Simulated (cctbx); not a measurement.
# Finding the light atoms

Cell a = 4.8270 Å, b = 4.8270 Å, c = 7.5240 Å, α = 90.00°, β = 90.00°, γ = 90.00°; space group I-4 (no. 82); content Pd2 P2 O8 Li2. The heavier atoms are placed; Li is still missing.

The data are simulated with cctbx, not measured: Cu Kα, λ = 1.54184 Å, to d = 0.83 Å, 50 % of the full sphere, strongest reflection 70000 counts, noise from counting, a 6 % proportional error and a noise floor of 15 counts (s.d.); no absorption.

Refinement without Li (map in e/Å³):

```text
Rint 0.045, 147 unique reflections to 0.83 A
cycle     R1     wR2    GooF  max shift (A)
   1  0.0461  0.1240   2.714   0.02542
   2  0.0343  0.0745   1.631   0.00001
final R1 0.0343 wR2 0.0745 GooF 1.631  parameters 6  data/parameter 24.5
atom        x        y        z      Ueq    occ   su(xyz)  su(Uiso or U11)
Pd1    0.00000  0.00000  0.00000   0.0170  1.000  0.00000  0.0004
P1     0.50000  0.00000  0.25000   0.0257  1.000  0.00000  0.0011
O1     0.70336  0.81715  0.13689   0.0311  1.000  0.00162  0.0016
difference map: max 4.63 min -0.46 rms 0.25
Q1    0.0000  0.0000  0.5000    2    4.63  2.09 A from O1
Q2    0.0000  0.5000  0.2500    2    1.58  2.26 A from O1
Q3    0.0000  0.0000  0.0000    2    0.74  0.00 A from Pd1
Q4    0.0000  0.5000  0.7500    2    0.74  0.00 A from P1
Q5    0.1415  0.3410  0.3267    8    0.34  1.78 A from O1
Q6    0.1318  0.0996  0.8862    8    0.33  1.17 A from Pd1
Q7    0.1326  0.7710  0.4877    8    0.31  1.30 A from O1
Q8    0.0878  0.8607  0.7784    8    0.31  1.09 A from O1
```

The data are simulated with cctbx, not measured: neutrons of λ = 0.84 Å, to d = 0.8 Å, 50 % of the full sphere, strongest reflection 5000 counts, noise from counting, a 6 % proportional error and a noise floor of 15 counts (s.d.); no absorption.

Refinement without Li (map in fm/Å³; only maxima are listed):

```text
Rint 0.043, 171 unique reflections to 0.80 A
cycle     R1     wR2    GooF  max shift (A)
   1  0.1293  0.2847   4.937   0.03562
   2  0.0968  0.2152   3.732   0.00000
final R1 0.0968 wR2 0.2152 GooF 3.732  parameters 6  data/parameter 28.5
atom        x        y        z      Ueq    occ   su(xyz)  su(Uiso or U11)
Pd1    0.00000  0.00000  0.00000   0.0201  1.000  0.00000  0.0015
P1     0.50000  0.00000  0.25000   0.0238  1.000  0.00000  0.0017
O1     0.70327  0.81402  0.13584   0.0287  1.000  0.00079  0.0013
difference map: max 0.58 min -4.79 rms 0.27
Q1    0.0000  0.5000  0.0266    4    0.58  1.81 A from O1
Q2    0.1482  0.1932  0.6260    8    0.51  0.64 A from O1
Q3    0.0718  0.6252  0.8533    8    0.51  0.67 A from O1
Q4    0.1714  0.7418  0.6481    8    0.51  1.62 A from P1
Q5    0.9985  0.3106  0.2313    8    0.43  1.72 A from O1
Q6    0.0000  0.0000  0.3936    4    0.42  1.82 A from O1
Q7    0.0000  0.0000  0.0000    2    0.40  0.00 A from Pd1
Q8    0.0000  0.5000  0.7500    2    0.39  0.00 A from P1
```

**Question.** Where is Li, and which data fix it better?

Li sits at (1/2, 1/2, 0). Adding it takes R1 from 0.034 to 0.017 with X-rays and from 0.097 to 0.025 with neutrons. Symmetry fixes its coordinates; the s.u. of its U is 0.0034 Å² with X-rays and 0.0013 Å² with neutrons. In the X-ray map Q1 marks it. No listed neutron peak is on it. Natural Li has a negative scattering length, so it shows as a hole in the neutron map (minimum -4.8), not among the maxima.

Final neutron refinement:

```text
Rint 0.043, 171 unique reflections to 0.80 A
cycle     R1     wR2    GooF  max shift (A)
   1  0.1008  0.2405   4.184   0.04318
   2  0.0248  0.0576   1.002   0.00001
final R1 0.0248 wR2 0.0576 GooF 1.002  parameters 7  data/parameter 24.4
atom        x        y        z      Ueq    occ   su(xyz)  su(Uiso or U11)
Pd1    0.00000  0.00000  0.00000   0.0165  1.000  0.00000  0.0004
P1     0.50000  0.00000  0.25000   0.0224  1.000  0.00000  0.0005
O1     0.70369  0.81588  0.13666   0.0296  1.000  0.00022  0.0003
Li1    0.50000  0.50000  0.00000   0.0324  1.000  0.00000  0.0013
difference map: max 0.21 min -0.21 rms 0.06
Q1    0.1547  0.1930  0.5305    8    0.22  1.02 A from O1
Q2    0.1773  0.7257  0.1449    8    0.21  1.81 A from O1
Q3    0.0892  0.3817  0.6346    8    0.19  0.64 A from O1
Q4    0.0090  0.1946  0.3720    8    0.17  1.35 A from Li1
Q5    0.1852  0.1617  0.1319    8    0.16  0.55 A from O1
Q6    0.0000  0.0000  0.2657    4    0.16  1.76 A from Li1
```

The model is made up (kin elements in a known structure type, no relaxation), so it says nothing on whether the phase exists.

[Middle refinement cycles are left out of these outputs.]

[Logs are printed without paths, hosts, clocks, repeated set-up lines and the standing remarks that a program may print on its own settings, such as how far it seeks lower states.]
